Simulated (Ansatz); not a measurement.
**AlNi3 (Pm-3m): the Drude term of Re ε in the infrared**

Re ε of AlNi3 (Pm-3m) at low photon energies is read from one computed spectrum; the carriers' damping was typed as γ = 0.03 eV.

The structure is cubic, space group Pm-3m (No. 221). The conventional cell has a = 3.523 Å, b = 3.523 Å, c = 3.523 Å, α = 90.00°, β = 90.00°, γ = 90.00°. Ni on site c is surrounded by 8 Ni at 2.49 Å and 4 Al at 2.49 Å. Al on site a has 12 Ni at 2.49 Å as nearest neighbours.

Method: Ansatz 0.2.0, PBE, independent particles, k-mesh 10×10×10 with interpolation inside its cells, Gaussian parameter 0.15 eV.

Launch of the response step: `ansatz run input.yaml --threads 4 --pin off --max-ram 8192MiB --backend cpu --events-out ev --progress --plain --runs-dir out`. The run took 1.9 min, on 4 threads of Intel(R) Xeon(R) Processor @ 2.50GHz (Skylake/Cascade Lake), with other jobs on the host.

```tsv
photon energy E (eV)	wavelength (µm)	Re ε
0.25	4.96	-237.6
0.30	4.13	-146.7
0.35	3.54	?
0.40	3.10	-55.1
0.50	2.48	-17.9
0.60	2.07	-2.8
0.70	1.77	4.5
```

A Drude term over a constant background gives Re ε = ε_b − ωp²/(E² + γ²), linear in 1/(E² + γ²).

Working, on the rows shown:

| x = 1/(E² + γ²) (eV⁻²) | y = Re ε |
| --- | --- |
| 15.7729 | -237.6 |
| 11.0011 | -146.7 |
| 6.21504 | -55.1 |
| 3.98565 | -17.9 |
| 2.77085 | -2.8 |
| 2.03707 | 4.5 |

Means: x̄ = 6.9638, ȳ = -75.933. Σ(x − x̄)(y − ȳ) = -2601, Σ(x − x̄)² = 145.2. Slope = -2601 / 145.2 = -17.92; intercept = ȳ − slope · x̄ = 48.834. The line misses the rows shown by at most 7.8.

Problem. Predict the last column of the withheld row from the fit.

Solution. At x = 8.1037 the line gives y = -96.358. The run gave -90.7, so the interpolation is off by 5.7, 2 % of the range in the table.

Refitted with all rows, the slope is -17.88 and the intercept 49.373. These give ωp = √(−slope) = 4.23 eV, against 4.34 eV from the program's Fermi-surface sum, and an intercept of 49.4. Taking the program's Drude term off the rows leaves 59 at the lowest energy and 43 at the highest, so the background isn't constant: interband transitions lie in or near the window, and neither fitted number can be trusted. The values come from a sum over the points of one k-mesh and carry its error, which is largest for Fermi-surface quantities.

[Logs are printed without paths, hosts, clocks, repeated set-up lines and the standing remarks that a program may print on its own settings, such as how far it seeks lower states.]
